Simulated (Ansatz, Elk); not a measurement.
**Bonding as seen by X-rays: AgGeI3**

The structure of AgGeI3 used here is made up (a known structure type with other elements) and was relaxed beforehand with r2SCAN. The aim is the Fourier transform of its all-electron density, F(hkl), set beside the sum over free spherical atoms that refinements use.

Calculated with Elk 11.2.3 (patched build); DFT, PBE, all-electron APW+lo, Dirac cores, scalar-relativistic bands, static density, no spin.

The structure was built from a prototype and need not be the compound's stable phase.

### 1. Set-up

Symmetry: R3m, No. 160, trigonal system. Conventional cell: a = 8.805 Å, b = 8.805 Å, c = 11.549 Å, α = 90.00°, β = 90.00°, γ = 120.00°. I has 1 Ge at 2.72 Å and 1 Ag at 2.80 Å nearest. Nearest to Ag lie 1 Ge at 2.78 Å and 3 I at 2.80 Å. Ge has 3 I at 2.72 Å and 1 Ag at 2.78 Å nearest. Farther neighbours and most contacts between anions are not listed.

### 2. Ground state and structure factors

An all-electron density is needed, since X-rays see the cores too. Task 0 finds the density and task 195 Fourier-transforms it; tshift is off so that phases refer to the origin typed.

File elk.in:

```
tasks
  0
  195

xctype
  20

spinpol
  .false.

rgkmax
  7.0

gmaxvr
  14.0

lmaxo
  7

lmaxapw
  8

swidth
  0.002

tshift
  .false.

ramdisk
  .false.

hmaxvr
  5.5

maxscl
  120

epspot
  1e-06

sppath
  './'

avec
  8.31988547796 4.80348812032 7.27480621488
  -8.31988547796 4.80348812032 7.27480621488
  0.00000000000 -9.60697624065 7.27480621488

atoms
  3
  'I.in'
  3
  0.5547547326 0.1000851641 0.5547547326   0.000000 0.000000 0.000000
  0.5547547326 0.5547547326 0.1000851641   0.000000 0.000000 0.000000
  0.1000851641 0.5547547326 0.5547547326   0.000000 0.000000 0.000000
  'Ag.in'
  1
  -0.2321909236 -0.2321909236 -0.2321909236   0.000000 0.000000 0.000000
  'Ge.in'
  1
  0.5272629944 0.5272629944 0.5272629944   0.000000 0.000000 0.000000

ngridk
  4 4 4
```

Command:

```bash
$ OMP_NUM_THREADS=4 elk
```

Output:

```text
┌─────────────────────────┐
│ Elk code version 11.2.3 │
└─────────────────────────┘

All units are atomic (Hartree, Bohr, etc.)

┌─────────────────────────────────────────────────┐
│ Ground-state run starting from atomic densities │
└─────────────────────────────────────────────────┘

Lattice vectors :
   8.319885478       4.803488120       7.274806215
  -8.319885478       4.803488120       7.274806215
   0.000000000      -9.606976241       7.274806215

Reciprocal lattice vectors :
  0.3776004684      0.2180077321      0.2878970299
 -0.3776004684      0.2180077321      0.2878970299
  0.1102681518E-16 -0.4360154642      0.2878970299

Unit cell volume      :    1744.402694
Brillouin zone volume :   0.1421977931

Muffin-tin inner radius fraction :   0.1000000000E-01

Nuclei treated as point charges

Species : 1 (I)
 parameters loaded from : I.in
 name : iodine
 nuclear charge    :   -53.00000000
 electronic charge :    53.00000000
 atomic mass :    231332.6972
 muffin-tin radius :    2.600000000
 number of radial points in muffin-tin :   1193
 inner part over the whole radius :   0.9964907323E-02
 number on inner part of muffin-tin    :    851
 approximate nuclear radius :   0.9002358621E-04
 number of mesh points to nuclear radius :    431
 atomic positions (lattice), magnetic fields (Cartesian) :
  1 :   0.55475473  0.10008516  0.55475473    0.00000000  0.00000000  0.00000000
  2 :   0.55475473  0.55475473  0.10008516    0.00000000  0.00000000  0.00000000
  3 :   0.10008516  0.55475473  0.55475473    0.00000000  0.00000000  0.00000000

Species : 2 (Ag)
 parameters loaded from : Ag.in
 name : silver
 nuclear charge    :   -47.00000000
 electronic charge :    47.00000000
 atomic mass :    196631.6998
 muffin-tin radius :    2.600000000
 number of radial points in muffin-tin :   1193
 inner part over the whole radius :   0.9869554211E-02
 number on inner part of muffin-tin    :    849
 approximate nuclear radius :   0.8648227117E-04
 number of mesh points to nuclear radius :    425
 atomic positions (lattice), magnetic fields (Cartesian) :
  1 :   0.76780908  0.76780908  0.76780908    0.00000000  0.00000000  0.00000000

Species : 3 (Ge)
 parameters loaded from : Ge.in
 name : germanium
 nuclear charge    :   -32.00000000
 electronic charge :    32.00000000
 atomic mass :    132414.6196
 muffin-tin radius :    2.400000000
 number of radial points in muffin-tin :    993
 inner part over the whole radius :   0.9906635991E-02
 number on inner part of muffin-tin    :    702
 approximate nuclear radius :   0.7637961215E-04
 number of mesh points to nuclear radius :    340
 atomic positions (lattice), magnetic fields (Cartesian) :
  1 :   0.52726299  0.52726299  0.52726299    0.00000000  0.00000000  0.00000000

Total number of atoms per unit cell :    5
Total muffin-tin volume :    352.3945423
 ratio of muffin-tin to unit cell volume :   0.2020144451

Spin treatment :
 spin-unpolarised

Number of Bravais lattice symmetries :   12
Number of crystal symmetries         :    6
Crystal has no inversion symmetry
Complex Hermitian eigensolver will be used

k-point grid :      4     4     4
k-point offset :    0.000000000       0.000000000       0.000000000
k-point set is reduced with full crystal symmetry group
Total number of k-points :       20

Muffin-tin radius times maximum |G+k| :    7.000000000
 using average radius
Maximum |G+k| for APW functions       :    2.734375000
Maximum (1/2)|G+k|²                   :    3.738403320
Maximum |G| for potential and density :    14.00000000
Constant for pseudocharge density :    9
 order of it for each species :   16  16  16
 order of it for pair densities of each species (exact exchange by exxq0 0: 17) :   10  10   8
Radial integration step length :    1

G-vector grid sizes :     54    54    54
Number of G-vectors :    80769

Maximum angular momentum used for
 APW functions            :    8
 outer part of muffin-tin :    7
 inner part of muffin-tin :    2

Total nuclear charge    :   -238.0000000
[...]
total energy                :     -28774.588509226

Density of states at Fermi energy :    4.851526585
 (states/Hartree/unit cell)

Estimated indirect band gap :   0.7158791478E-02
 from k-point 17 to k-point 17
Estimated direct band gap   :   0.7158791478E-02
 at k-point 17

Charges :
 core                        :    154.0000000
 valence                     :    84.00000000
 interstitial                :    9.293764050
 muffin-tins (core leakage)
  species : 1 (I)
   atom 1                    :    50.94401313     (  0.2012417188E-03)
[...]
species : 2 (Ag)
[...]
species : 3 (Ge)
[...]
total in muffin-tins        :    228.7062359
 total calculated charge     :    237.9981294
 total charge                :    238.0000000
 error                       :   0.1870632382E-02

RMS change in Kohn-Sham potential (target) :   0.1173827999     (  0.1000000000E-05)
Absolute change in total energy (target)   :   0.1792102159     (  0.1000000000E-03)

[... loops 3 to 14 left out ...]

┌──────────────────┐
│ Loop number : 15 │
└──────────────────┘

Energies :
 Fermi                       :    -0.46580553915846E-02
 sum of occupied eigenvalues :     -17443.807857921
 electron kinetic            :      30343.024456151
 core electron kinetic       :      29420.220925938
 Coulomb                     :     -58342.464681421
 Coulomb potential           :     -46776.695094181
 nuclear-nuclear             :     -1931.9986993031
 electron-nuclear            :     -66073.202709271
 Hartree                     :      9662.7367271539
 Madelung                    :     -34954.117134330
 xc potential                :     -1010.1372198911
 exchange                    :     -761.52767908402
 correlation                 :     -12.637617693672
 electron entropic           :    -0.92206701025080E-04
 total energy                :     -28773.605614254

Density of states at Fermi energy :    6.897366854
 (states/Hartree/unit cell)

Estimated indirect band gap :   0.3958368504E-02
 from k-point 17 to k-point 17
Estimated direct band gap   :   0.3958368504E-02
 at k-point 17

Charges :
 core                        :    154.0000000
 valence                     :    84.00000000
 interstitial                :    9.051665867
 muffin-tins (core leakage)
  species : 1 (I)
[...]
species : 2 (Ag)
[...]
species : 3 (Ge)
[...]
total in muffin-tins        :    228.9483341
 total calculated charge     :    237.9980894
 total charge                :    238.0000000
 error                       :   0.1910567970E-02

RMS change in Kohn-Sham potential (target) :   0.7530212029E-07 (  0.1000000000E-05)
Absolute change in total energy (target)   :   0.5643936311E-04 (  0.1000000000E-03)

Convergence targets achieved

┌──────────────────┐
│ Loop number : 16 │
└──────────────────┘

Energies :
 Fermi                       :    -0.46580567927535E-02
 sum of occupied eigenvalues :     -17443.807854401
 electron kinetic            :      30343.024465573
 core electron kinetic       :      29420.220935217
 Coulomb                     :     -58342.464687226
 Coulomb potential           :     -46776.695103542
 nuclear-nuclear             :     -1931.9986993031
 electron-nuclear            :     -66073.202711413
 Hartree                     :      9662.7367234897
 Madelung                    :     -34954.117135455
 xc potential                :     -1010.1372164318
 exchange                    :     -761.52767900165
 correlation                 :     -12.637617689345
 electron entropic           :    -0.92206669178402E-04
 total energy                :     -28773.605610551

Density of states at Fermi energy :    6.897359474
 (states/Hartree/unit cell)

Estimated indirect band gap :   0.3958382178E-02
 from k-point 17 to k-point 17
Estimated direct band gap   :   0.3958382178E-02
 at k-point 17

Charges :
 core                        :    154.0000000
 valence                     :    84.00000000
 interstitial                :    9.051666041
 muffin-tins (core leakage)
  species : 1 (I)
[...]
atom 3                    :    50.93415521     (  0.1995715889E-03)
  species : 2 (Ag)
   atom 1                    :    45.85545672     ( -0.3322639870E-06)
  species : 3 (Ge)
   atom 1                    :    30.29041162     (  0.3287883072E-03)
 total in muffin-tins        :    228.9483340
 total calculated charge     :    237.9980894
 total charge                :    238.0000000
 error                       :   0.1910568439E-02

┌──────────────────────────────┐
│ Self-consistent loop stopped │
└──────────────────────────────┘

Warning : core states of species 1 leak from the muffin-tin :   0.1995715889E-03

Warning : core states of species 3 leak from the muffin-tin :   0.3287883072E-03

Wrote STATE.OUT
```

Run time: 38 s. Hardware: 4 threads of AMD EPYC 9R45 (Zen 5), shared host; peak memory 0.33 GiB; 99 s of CPU time.

SFACRHO.OUT:

```text

h k l indices transformed by vhmat matrix:
   1.000000000       0.000000000       0.000000000    
   0.000000000       1.000000000       0.000000000    
   0.000000000       0.000000000       1.000000000    

      h      k      l  multipl.   |H|            Re(F)            Im(F)           |F|

      0      0      0      1   0.0000000       238.00000      0.51083750E-15   238.00000    
      0      0      1      3  0.52248845      -79.118354      -54.180846       95.892012    
      0      0     -1      3  0.52248845      -79.118354       54.180846       95.892012    
      1      0      1      3  0.72225223      -32.106957      -49.299028       58.832396    
      0     -1     -1      3  0.72225223      -32.106957       49.299028       58.832396    
     -1      1      0      6  0.75520094       27.582780     -0.78547154E-15   27.582780    
     -1     -1     -1      1  0.86369109      -2.9997934      -163.04170       163.06929    
      1      1      1      1  0.86369109      -2.9997934       163.04170       163.06929    
      1     -1     -1      3  0.91832600       98.942386      -11.314136       99.587174    
     -1      1      1      3  0.91832600       98.942386       11.314136       99.587174    
     -2      0      0      3   1.0449769       69.831868      -100.85703       122.67286    
      2      0      0      3   1.0449769       69.831868       100.85703       122.67286    
     -1     -2      0      6   1.1472972      -46.362340       14.991245       48.725804    
      2      1      0      6   1.1472972      -46.362340      -14.991245       48.725804    
     -1      0      2      6   1.1889706      -45.875258      -90.476688       101.44245    
      0      1     -2      6   1.1889706      -45.875258       90.476688       101.44245    
     -1     -1     -2      3   1.2313670       47.244565       12.630073       48.903657    
      1      1      2      3   1.2313670       47.244565      -12.630073       48.903657
```

Elk indexes on the primitive cell of elk.in and gives |H| = 4π sin θ/λ in inverse bohr. Below, one row stands for each form hkl of the conventional cell (m members, Friedel mates merged), F is for one primitive cell and the density is static (no thermal factor). Free-atom factors are Waasmaier and Kirfel's, and R is Σm||F|−|F'||/Σm|F|.

| hkl | m | sin θ/λ (Å⁻¹) | abs F, DFT | neutral atoms | diff. | abs of complex diff. |
| --- | --- | --- | --- | --- | --- | --- |
| 101 | 6 | 0.079 | 95.892 | 95.929 | -0.037 | 0.083 |
| 012 | 6 | 0.109 | 58.832 | 58.814 | +0.019 | 0.023 |
| 110 | 6 | 0.114 | 27.583 | 27.887 | -0.304 | 0.304 |
| 003 | 2 | 0.130 | 163.070 | 162.872 | +0.198 | 0.228 |
| 021 | 6 | 0.138 | 99.587 | 99.451 | +0.136 | 0.212 |
| 202 | 6 | 0.157 | 122.673 | 122.312 | +0.361 | 0.365 |
| 113 | 12 | 0.172 | 48.726 | 48.765 | -0.039 | 0.240 |
| 211 | 12 | 0.179 | 101.442 | 101.395 | +0.047 | 0.085 |
| 104 | 6 | 0.185 | 48.904 | 48.990 | -0.086 | 0.146 |
| 122 | 12 | 0.194 | 64.328 | 64.479 | -0.151 | 0.214 |
| 300 | 6 | 0.197 | 50.329 | 50.269 | +0.061 | 0.110 |
| 024 | 6 | 0.217 | 152.063 | 152.200 | -0.137 | 0.200 |
| 015 | 6 | 0.226 | 83.816 | 83.972 | -0.156 | 0.172 |
| 220 | 6 | 0.227 | 170.048 | 170.247 | -0.199 | 0.199 |
| 033 | 6 | 0.236 | 31.058 | 30.920 | +0.138 | 0.212 |
| 303 | 6 | 0.236 | 86.918 | 87.116 | -0.197 | 0.223 |
| 131 | 12 | 0.240 | 63.796 | 63.917 | -0.121 | 0.175 |
| 214 | 12 | 0.245 | 85.857 | 86.050 | -0.193 | 0.211 |

### 3. The highest occupied states alone

An energy window below the Fermi level keeps the highest occupied states, to see at which angles they scatter; shallow core shells can lie inside it and anion s states outside. No new self-consistency is needed.

elk.in, as its differences from that of step 2:

```diff
@@ -1,3 +1,2 @@
 tasks
-  0
   195
@@ -40,2 +39,5 @@
 
+wsfac
+  -0.372150 0.295340
+
 sppath
```

Command:

```bash
$ OMP_NUM_THREADS=4 elk
```

Output:

```text
┌─────────────────────────────────┐
│ Elk code version 11.2.3 started │
└─────────────────────────────────┘

Info(readinput): the functional depends on the density's gradient
 muffin-tin radial points multiplied by    2.00000
 (not where nrmtscf is given)

┌────────────────────┐
│ Current task : 195 │
└────────────────────┘

Info(sfacrho): density structure factors written to SFACRHO.OUT

 Energy window :  -0.3721500000      0.2953400000

┌──────────────────┐
│ Elk code stopped │
└──────────────────┘
```

It took 14 s on 4 threads; peak memory 0.24 GiB.

States within 10 eV below the Fermi level hold 30.00 electrons; any levels below the window count with the cores. Their amplitudes can exceed the total, where window and core parts have opposite phase:

| hkl | sin θ/λ (Å⁻¹) | abs F, window | abs F, all |
| --- | --- | --- | --- |
| 101 | 0.079 | 11.542 | 95.892 |
| 012 | 0.109 | 8.462 | 58.832 |
| 110 | 0.114 | 7.362 | 27.583 |
| 003 | 0.130 | 12.777 | 163.070 |
| 021 | 0.138 | 6.900 | 99.587 |
| 202 | 0.157 | 3.564 | 122.673 |
| 113 | 0.172 | 5.063 | 48.726 |
| 211 | 0.179 | 6.973 | 101.442 |
| 104 | 0.185 | 5.640 | 48.904 |
| 122 | 0.194 | 5.400 | 64.328 |

### 4. Another functional

The difference from free atoms is small, so it is set against the change that LDA (Perdew-Wang) makes.

elk.in, as its differences from that of step 3:

```diff
@@ -1,2 +1,3 @@
 tasks
+  0
   195
@@ -4,3 +5,3 @@
 xctype
-  20
+  3
 
@@ -39,5 +40,2 @@
 
-wsfac
-  -0.372150 0.295340
-
 sppath
```

Command:

```bash
$ OMP_NUM_THREADS=4 elk
```

Output:

```text
┌─────────────────────────┐
│ Elk code version 11.2.3 │
└─────────────────────────┘

All units are atomic (Hartree, Bohr, etc.)

┌─────────────────────────────────────────────────┐
│ Ground-state run starting from atomic densities │
└─────────────────────────────────────────────────┘

Lattice vectors :
   8.319885478       4.803488120       7.274806215
  -8.319885478       4.803488120       7.274806215
   0.000000000      -9.606976241       7.274806215

Reciprocal lattice vectors :
  0.3776004684      0.2180077321      0.2878970299
[...]
species : 2 (Ag)
   atom 1                    :    45.85914514     ( -0.5336283550E-05)
  species : 3 (Ge)
   atom 1                    :    30.30548819     (  0.3326439638E-03)
 total in muffin-tins        :    228.9468212
 total calculated charge     :    237.9980748
 total charge                :    238.0000000
 error                       :   0.1925169972E-02

┌──────────────────────────────┐
│ Self-consistent loop stopped │
└──────────────────────────────┘

Warning : core states of species 1 leak from the muffin-tin :   0.1968740025E-03

Warning : core states of species 3 leak from the muffin-tin :   0.3326439638E-03

Wrote STATE.OUT
[key lines of the parts left out:]
total energy                :     -28748.487447550
```

Run time: 27 s. Hardware: 4 threads; peak memory 0.28 GiB.

Against the first run R = 0.03 %; the largest change is -0.051 at 009.

### 5. Basis size

A smaller basis shows how fast F responds to it; the change is likely larger than the basis error of the first run, but doesn't show convergence.

elk.in, as its differences from that of step 4:

```diff
@@ -5,3 +5,3 @@
 xctype
-  3
+  20
 
@@ -11,3 +11,3 @@
 rgkmax
-  7.0
+  5.5
```

Command:

```bash
$ OMP_NUM_THREADS=4 elk
```

Output:

```text
┌─────────────────────────┐
│ Elk code version 11.2.3 │
└─────────────────────────┘

All units are atomic (Hartree, Bohr, etc.)

┌─────────────────────────────────────────────────┐
│ Ground-state run starting from atomic densities │
└─────────────────────────────────────────────────┘

Lattice vectors :
   8.319885478       4.803488120       7.274806215
  -8.319885478       4.803488120       7.274806215
   0.000000000      -9.606976241       7.274806215

Reciprocal lattice vectors :
  0.3776004684      0.2180077321      0.2878970299
[...]
species : 2 (Ag)
   atom 1                    :    45.78145066     ( -0.3322609210E-06)
  species : 3 (Ge)
   atom 1                    :    30.26638502     (  0.3323126653E-03)
 total in muffin-tins        :    228.7417942
 total calculated charge     :    237.9986254
 total charge                :    238.0000000
 error                       :   0.1374623226E-02

┌──────────────────────────────┐
│ Self-consistent loop stopped │
└──────────────────────────────┘

Warning : core states of species 1 leak from the muffin-tin :   0.1997173770E-03

Warning : core states of species 3 leak from the muffin-tin :   0.3323126653E-03

Wrote STATE.OUT
[key lines of the parts left out:]
total energy                :     -28773.433379884
```

Run time: 27 s. Hardware: 4 threads; peak memory 0.32 GiB; 59 s of CPU time.

Against the first run R = 0.03 %; the largest change is +0.085 at 054.

### 6. Settings against the effect

| run | R against the first run (%) | R against neutral atoms, low angle (%) | wall time |
| --- | --- | --- | --- |
| PBE, rgkmax 7 | 0.00 | 0.17 | 38 s |
| LDA (Perdew-Wang) | 0.03 | 0.17 | 27 s |
| rgkmax 5.5 | 0.03 | 0.16 | 27 s |

### 7. What came out

* R against neutral atoms, sin θ/λ < 0.3 Å⁻¹: 0.17 %
* R against neutral atoms, 0.3 to 0.55 Å⁻¹: 0.10 %

**Reading.** Independent neutral atoms miss the calculated amplitudes by R = 0.17 % below 0.3 Å⁻¹ and 0.10 % from there to 0.55 Å⁻¹; by shells, 0.17 % below 0.15 Å⁻¹ (5 forms), 0.17 % 0.15 to 0.3 (24 forms), 0.10 % 0.3 to 0.45 (57 forms), 0.11 % above 0.45 (63 forms). Bonding, aspherical density and the tables' own atoms all enter these figures, and the runs don't part them. The largest change of an amplitude is +0.36 electrons, at 202. R counts amplitudes alone; phases shift too. The window's part falls from 30.0 electrons at the origin to at most 0.42 between 0.45 and 0.55 Å⁻¹. Below 0.3 Å⁻¹ the changes that finished (LDA (Perdew-Wang) and rgkmax 5.5) move F by R = 0.02 % at most, against the 0.17 % that separates it from free atoms. The k-mesh has no finished test. These runs have no spin, though d or f shells may be open. Part of the difference isn't bonding: the tables are fits to free atoms and ions calculated by other methods than this functional. Thermal motion, anomalous dispersion and extinction are left out.

[Logs are printed without paths, hosts, clocks, repeated set-up lines and the standing remarks that a program may print on its own settings, such as how far it seeks lower states.]

[Hosts, paths, dates, database ids (printed as entryN), source tags and the programs' standing remarks are cut or masked in the printed files.]
